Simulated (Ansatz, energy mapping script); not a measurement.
# KCrBr3 in the perovskite structure: exchange couplings from total energies, part 2 of 2

Aim: the exchange couplings of KCrBr3 in the perovskite structure from the energies of a few collinear orders, and the ordering temperature that they give.

PBEsol with U = 3.32 eV on Cr d, ortho-atomic projectors; plane waves, U on orthogonalised atomic orbitals unless named otherwise, collinear spin, no spin–orbit coupling.

So far. Step 3 (Run 1 (parallel; cell A, 10 atoms)): The run ends ferromagnetic.

### Step 4. Compensated +− start in cell A (10 atoms)

This order reverses 4 of the 6 neighbours at 5.23 Å, counted for an average magnetic atom.

input.yaml

```yaml
crystal:
  lattice:
    - [0.0, 0.0, 5.227088222]
    - [5.227088222, 5.227088222, 0.0]
    - [-5.227088222, 5.227088222, 0.0]
  atoms:
    - { symbol: K, position: [0.5, 0.0, 0.5] }
    - { symbol: K, position: [0.5, 0.5, 0.0] }
    - { symbol: Cr, position: [0.0, 0.0, 0.0], spin: 3.0 }
    - { symbol: Cr, position: [0.0, 0.5, 0.5], spin: -3.0 }
    - { symbol: Br, position: [0.5, 0.0, 0.0] }
    - { symbol: Br, position: [0.5, 0.5, 0.5] }
    - { symbol: Br, position: [0.0, 0.25, 0.25] }
    - { symbol: Br, position: [0.0, 0.75, 0.75] }
    - { symbol: Br, position: [0.0, 0.25, 0.75] }
    - { symbol: Br, position: [0.0, 0.75, 0.25] }
magnetization:
  spin_polarized: true
kpoints:
  mp_grid: { grid: [7, 5, 5] }
hamiltonian:
  xc: pbesol
  hubbard:
    sites:
      - { species: Cr, l: d, u_eff: 3.32 }
      - { site: 2, l: d, u_eff: 3.32, starting_ns: [{ spin: up, occupation_matrix: cr3_major }, { spin: down, occupation_matrix: cr3_minor }] }
      - { site: 3, l: d, u_eff: 3.32, starting_ns: [{ spin: up, occupation_matrix: cr4_minor }, { spin: down, occupation_matrix: cr4_major }] }
    projectors: ortho-atomic
    occupation_matrices:
      cr3_major:
        matrix:
          - [0.716, 0.0, 0.0, 0.0, 0.0]
          - [0.0, 0.994, 0.0, 0.0, 0.0]
          - [0.0, 0.0, 0.994, 0.0, 0.0]
          - [0.0, 0.0, 0.0, 0.71, 0.0]
          - [0.0, 0.0, 0.0, 0.0, 0.994]
      cr3_minor:
        matrix:
          - [0.115, 0.0, 0.0, 0.0, 0.0]
          - [0.0, 0.039, 0.0, 0.0, 0.0]
          - [0.0, 0.0, 0.039, 0.0, 0.0]
          - [0.0, 0.0, 0.0, 0.116, 0.0]
          - [0.0, 0.0, 0.0, 0.0, 0.039]
      cr4_major:
        matrix:
          - [0.716, 0.0, 0.0, 0.0, 0.0]
          - [0.0, 0.994, 0.0, 0.0, 0.0]
          - [0.0, 0.0, 0.994, 0.0, 0.0]
          - [0.0, 0.0, 0.0, 0.71, 0.0]
          - [0.0, 0.0, 0.0, 0.0, 0.994]
      cr4_minor:
        matrix:
          - [0.115, 0.0, 0.0, 0.0, 0.0]
          - [0.0, 0.039, 0.0, 0.0, 0.0]
          - [0.0, 0.0, 0.039, 0.0, 0.0]
          - [0.0, 0.0, 0.0, 0.116, 0.0]
          - [0.0, 0.0, 0.0, 0.0, 0.039]
scf:
  occupations: { method: fermi_dirac, width: 0.05 }
output:
  eigenvalues: true
  write_density: true
  write_potential: true
  elf: true
  volumetric_format: npy
```

On the command line:

```sh
$ ansatz run input.yaml --threads 4 --pin off --max-ram 8192MiB --backend cpu --events-out ev --progress --plain --runs-dir out
```

Numbers of over 12 decimals in the logs are rounded to 6 here.

Log:

```text
[...]
Crystal: 10 atoms, lattice volume = 285.634 Å³
Basis set: ecut = 420 eV, 5553 PW (Γ)
Bands: 57, of which v1, the nominal top of the filled ones, is band 44 counted from 1 (43 counted from 0)
Symmetry: 16 space group operations
[...]
k-points: 24 of 175
[...]
Starting moments: Σ|m| = 6 μB on 2 of 10 sites
Starting magnetic order: antiferromagnet; a translation exchanges its spin sublattices: spin-degenerate at every k-point
[...]
SCF iter   1: F=—  HF=-26157.407725 eV  |F-HF|=—  |Δ(HF+E_count)|=         —  Δρ=3.25e-2 (↑3.25e-2 ↓3.25e-2)  dr2=6.48e0  dr2_m=1.63e0  M=0.000 μB ∫|m|=8.495 μB  β_m=1.00  ethr=3.10e-3  ⟨swp⟩=8.3  Hψ=6181  notcnv=0  defer=84
[...]
SCF iter  14: F=-26156.326323 eV  HF=-26156.326323 eV  |F-HF|=9.71e-9  |Δ(HF+E_count)|=   8.33e-9  Δρ=9.83e-7 (↑9.83e-7 ↓9.83e-7)  dr2=1.65e-8  dr2_m=5.32e-11  M=0.000 μB ∫|m|=8.654 μB  ethr=1.14e-10  ⟨swp⟩=17.5  Hψ=6596  notcnv=0
SCF 1 converged in 14 iterations: F = -26156.326323 eV  dr2 = 1.65e-8
[...]
SCF converged after 14 iterations
Magnetization: 0.0000 μB (44.0000 up, 44.0000 down)
Absolute magnetization: 8.6518 μB (∫|ρ↑−ρ↓|, with the PAW one-centre terms)
[...]
Per-site moments (μB) at R_I (Å): [(-1.7561098502112839e-16, 1.524645), (1.7561098502112839e-16, 1.524645), (3.680964, 1.078087), (-3.680964, 1.078087), (-0.046784, 1.078087), (0.046784, 1.078087), (3.8358848509488253e-16, 1.078087), (-4.0454143608222383e-16, 1.078087), (-3.5869390929726555e-17, 1.078087), (1.4916439942384632e-17, 1.078087)]
Free energy (F): -26156.326323 eV
[...]
Internal energy: -26156.283278 eV  (E = F + TS)
E sigma→0 (E₀):  -26156.304800 eV
Entropy (-TS):   -0.043046 eV (-4.305 meV/atom)
Fermi energy:    4.790229 eV
[...]
--- Specified on-site occupations, and those of the state reported ---
  electrons in the specified blocks: 9.5120 specified, 9.4796 found
[...]
--- Band table (eV; the first three rows and the last of 48) ---
  k-point 0 ↑: bands = [... 40 lower, 2.9830, 2.9830, 3.4539, 3.7529, 4.8311, 7.3683, 7.7747, 8.2113, ... 9 higher]
  k-point 1 ↑: bands = [... 40 lower, 2.9681, 3.0844, 3.3242, 3.7878, 4.8745, 7.7516, 8.0029, 8.2173, ... 9 higher]
  k-point 2 ↑: bands = [... 40 lower, 3.0567, 3.0666, 3.1678, 3.8182, 4.9498, 8.2086, 8.4838, 8.4979, ... 9 higher]
  k-point 23 ↓: bands = [... 40 lower, 3.3529, 3.3561, 3.4196, 4.5007, 5.5992, 8.7962, 8.9478, 9.0155, ... 9 higher]
Occupation matrices written to <dir>
```

Wall time 12 s (4 threads of Arm Neoverse V1, shared host); peak memory 1.1 GiB.

Spin moment in the sphere by atom:

| atom | spin moment in the sphere (μB) |
| --- | --- |
| K1 | 0.00 |
| K2 | 0.00 |
| Cr3 | 3.68 |
| Cr4 | -3.68 |
| Br5 | -0.05 |
| Br6 | 0.05 |
| Br7 | 0.00 |
| Br8 | 0.00 |
| Br9 | 0.00 |
| Br10 | 0.00 |

The run ends antiferromagnetic, 267.64 meV a magnetic atom above the parallel order of its cell (energies taken at zero occupation width, not the printed F).

Spin density in the ac plane at fractional y = 0.000, with atoms of K and Cr and Br within 0.2 Å of it.

Values in e/Å³, 19 rows by 14 columns, each cell a mean:
```
 3.4  1.4  0.3  0.1  0.0  0.0  0.0  0.0  0.0  0.0  0.0  0.1  0.6  2.5
 0.8  0.5  0.1  0.0  0.0  0.0  0.0  0.0  0.0  0.0  0.0  0.1  0.3  0.7
 0.1  0.1  0.0  0.0  0.0  0.0  0.0  0.0  0.0  0.0  0.0  0.0  0.1  0.1
 0.0  0.0  0.0  0.0  0.0  0.0  0.0  0.0  0.0  0.0  0.0  0.0  0.0  0.0
 0.0  0.0  0.0  0.0  0.0  0.0  0.0  0.0  0.0  0.0  0.0  0.0  0.0  0.0
 0.0  0.0  0.0  0.0  0.0  0.0  0.0  0.0  0.0  0.0  0.0  0.0  0.0  0.0
 0.0  0.0  0.0  0.0  0.0  0.0  0.0  0.0  0.0  0.0  0.0  0.0  0.0  0.0
 0.0  0.0  0.0  0.0  0.0  0.0  0.0  0.0  0.0  0.0  0.0  0.0  0.0  0.0
 0.0  0.0  0.0  0.0  0.0  0.0  0.0  0.0  0.0  0.0  0.0  0.0  0.0  0.0
 0.0  0.0  0.0  0.0  0.0  0.0  0.0  0.0  0.0  0.0  0.0  0.0  0.0  0.0
 0.0  0.0  0.0  0.0  0.0  0.0  0.0  0.0  0.0  0.0  0.0  0.0  0.0  0.0
 0.0  0.0  0.0  0.0  0.0  0.0  0.0  0.0  0.0  0.0  0.0  0.0  0.0  0.0
 0.0  0.0  0.0  0.0  0.0  0.0  0.0  0.0  0.0  0.0  0.0  0.0  0.0  0.0
 0.0  0.0  0.0  0.0  0.0  0.0  0.0  0.0  0.0  0.0  0.0  0.0  0.0  0.0
 0.0  0.0  0.0  0.0  0.0  0.0  0.0  0.0  0.0  0.0  0.0  0.0  0.0  0.0
 0.1  0.1  0.0  0.0  0.0  0.0  0.0  0.0  0.0  0.0  0.0  0.0  0.0  0.1
 0.3  0.2  0.1  0.0  0.0  0.0  0.0  0.0  0.0  0.0  0.0  0.0  0.1  0.3
 1.9  0.9  0.2  0.0  0.0  0.0  0.0  0.0  0.0  0.0  0.0  0.1  0.4  1.5
 4.9  1.8  0.3  0.1  0.0 -0.1  0.0  0.0  0.0  0.0  0.0  0.1  0.7  3.4
```
Columns run along a (5.2 Å), rows up along c (7.4 Å). Atoms in or near the plane, at fractional coordinates: K at (0.50, 0.50), Cr at (0.00, 0.00), Br at (0.50, 0.00).

ELF in the ac plane at fractional y = 0.000, with atoms of K and Cr and Br within 0.2 Å of it. It is the smooth field of the valence electrons, not physical close to the nuclei.

Values, 19 rows by 14 columns, each cell a mean:
```
0.88 0.69 0.23 0.31 0.74 0.74 0.25 0.11 0.49 0.82 0.56 0.16 0.44 0.82
0.53 0.39 0.16 0.25 0.63 0.84 0.82 0.79 0.85 0.77 0.44 0.15 0.25 0.48
0.14 0.13 0.11 0.14 0.40 0.72 0.84 0.86 0.80 0.59 0.24 0.10 0.12 0.14
0.10 0.09 0.07 0.06 0.14 0.39 0.60 0.64 0.52 0.25 0.08 0.06 0.08 0.10
0.09 0.07 0.05 0.03 0.03 0.07 0.11 0.12 0.09 0.04 0.03 0.04 0.06 0.08
0.06 0.05 0.04 0.02 0.01 0.02 0.06 0.07 0.04 0.01 0.01 0.03 0.04 0.06
0.04 0.04 0.02 0.01 0.07 0.33 0.55 0.60 0.47 0.18 0.02 0.01 0.03 0.04
0.02 0.02 0.01 0.04 0.36 0.75 0.85 0.86 0.83 0.60 0.15 0.01 0.01 0.02
0.01 0.01 0.01 0.12 0.62 0.86 0.80 0.75 0.85 0.80 0.37 0.02 0.01 0.01
0.01 0.01 0.01 0.15 0.67 0.86 0.75 0.65 0.83 0.82 0.42 0.03 0.01 0.01
0.02 0.01 0.01 0.07 0.51 0.83 0.86 0.84 0.86 0.73 0.26 0.02 0.01 0.02
0.03 0.03 0.02 0.02 0.18 0.57 0.76 0.79 0.70 0.39 0.06 0.01 0.02 0.03
0.05 0.04 0.03 0.01 0.02 0.11 0.25 0.28 0.19 0.05 0.01 0.02 0.04 0.05
0.07 0.06 0.04 0.02 0.02 0.02 0.03 0.03 0.03 0.02 0.02 0.03 0.05 0.07
0.10 0.08 0.06 0.04 0.07 0.20 0.34 0.38 0.28 0.12 0.04 0.05 0.07 0.09
0.11 0.11 0.09 0.09 0.26 0.59 0.77 0.80 0.71 0.43 0.15 0.08 0.10 0.11
0.29 0.22 0.13 0.20 0.54 0.80 0.88 0.88 0.85 0.70 0.35 0.13 0.16 0.27
0.75 0.57 0.20 0.29 0.70 0.82 0.57 0.45 0.71 0.81 0.52 0.16 0.36 0.70
0.93 0.74 0.24 0.32 0.76 0.65 0.09 0.02 0.32 0.81 0.59 0.16 0.47 0.87
```
Columns run along a (5.2 Å), rows up along c (7.4 Å). Atoms in or near the plane, at fractional coordinates: K at (0.50, 0.50), Cr at (0.00, 0.00), Br at (0.50, 0.00).

### Step 5. The fit

Each energy difference is a sum of couplings weighted by the pairs that the order reverses. A few near shells are fitted to the differences by least squares. Energies are those extrapolated to zero occupation width, not the free energies F.

The orders that converged (zero: parallel moments in the same cell):

| order | atoms | energy (meV a magnetic atom) | moments (μB) | moments kept as typed | opposed neighbours at 5.23 Å |
| --- | --- | --- | --- | --- | --- |
| parallel | 10 | 0.00 | 3.70 | yes | 0 |
| compensated +− | 10 | 267.64 | 3.68 | yes | 4 |

Fitted to E = −Σ J e·e over ordered pairs of unit vectors (J > 0 favours parallel moments):

| pair | distance (Å) | neighbours | J (meV) |
| --- | --- | --- | --- |
| Cr–Cr | 5.23 | 6 | 33.5 |

Limits of this fit: with one coupling alone, temperatures are a scale of energy; one energy difference fixes this value, which holds the part of every shell that the order reverses.

In mean field these couplings order at 1553 K.

### Step 6. Ordering temperature by Monte Carlo

Mean field ignores fluctuations and overstates the ordering temperature, so the model is also sampled. The heat capacity peaks where order sets in.

Classical unit spins with these couplings on 6×6×10 copies of a cell that holds the lowest order (720 spins), heat-bath sweeps, cooled from random directions, 1500 sweeps to settle and 4500 measured at each temperature, averaged over 4 runs.

| T (K) | order along the lowest pattern | net moment | heat capacity (k_B a spin) |
| --- | --- | --- | --- |
| 186 | 0.94 | 0.94 | 1.05 |
| 319 | 0.90 | 0.90 | 1.12 |
| 517 | 0.82 | 0.82 | 1.20 |
| 650 | 0.77 | 0.77 | 1.27 |
| 782 | 0.70 | 0.70 | 1.45 |
| 980 | 0.55 | 0.55 | 1.90 |
| 1047 | 0.47 | 0.47 | 2.10 |
| 1113 | 0.36 | 0.36 | 2.19 |
| 1245 | 0.16 | 0.16 | 0.93 |
| 1377 | 0.11 | 0.11 | 0.56 |
| 1576 | 0.08 | 0.08 | 0.35 |
| 1708 | 0.07 | 0.07 | 0.28 |

The smoothed heat capacity peaks at 1067 K.

### Step 7. Results

```yaml
lowest_order_tried: parallel
largest_fitted_value_cr_cr_at_5p23_a: 33.5 meV
ordering_temperature_mean_field: 1553 K
heat_capacity_peak_monte_carlo: 1067 K
```

In words: Of the orders tried, KCrBr3 in the perovskite structure prefers parallel moments under PBEsol+U (3.32 eV). Orders that were not tried, spirals among them, may lie lower. The one fitted coupling is the Cr–Cr pair at 5.23 Å, ferromagnetic at 33 meV, across a ligand at about 180°. It also takes up the part of reversed shells that are not fitted, so neither its size nor its rank as a single path is established. The orders also reverse pairs at 7.39 Å, which are not fitted, so the fitted values hold their part too. No fitted order reverses the pairs at 9.05 and 10.45 Å, so their coupling is unknown and is set to zero in the model. 1 energy difference fixes 1 coupling with none to spare, so the fit tests nothing. In the fitted orders moments change by up to 0.61 % against the parallel run of the same cell, so their size stays put. Every order is gapless on its mesh at this level. In a metal exchange reaches farther, and a short model of fixed moments is less apt; where the compound is in fact an insulator, these couplings come from a wrongly metallic state. Monte Carlo puts the peak at 0.69 of the mean-field temperature, since mean field leaves out fluctuations. In tests on simple cubic and body-centred models such peaks lay 5 to 6 % under the bulk value. With one coupling alone these temperatures are a scale of energy; further couplings, frustrating ones above all, would move them. The cell was built from a prototype and relaxed; a distortion that needs a larger cell, or another structure that the compound may prefer, is not captured.

[Logs and program files are shortened in this print: banners, set-up blocks, solver, clock and traceback lines can be left out without a mark of their own.]

[Logs are printed without paths, hosts, clocks, repeated set-up lines and the standing remarks that a program may print on its own settings, such as how far it seeks lower states.]

[Hosts, paths, dates, database ids (printed as entryN), source tags and the programs' standing remarks are cut or masked in the printed files.]

[Where a cell is said to come from a database of computed structures, the database is the Materials Project.]
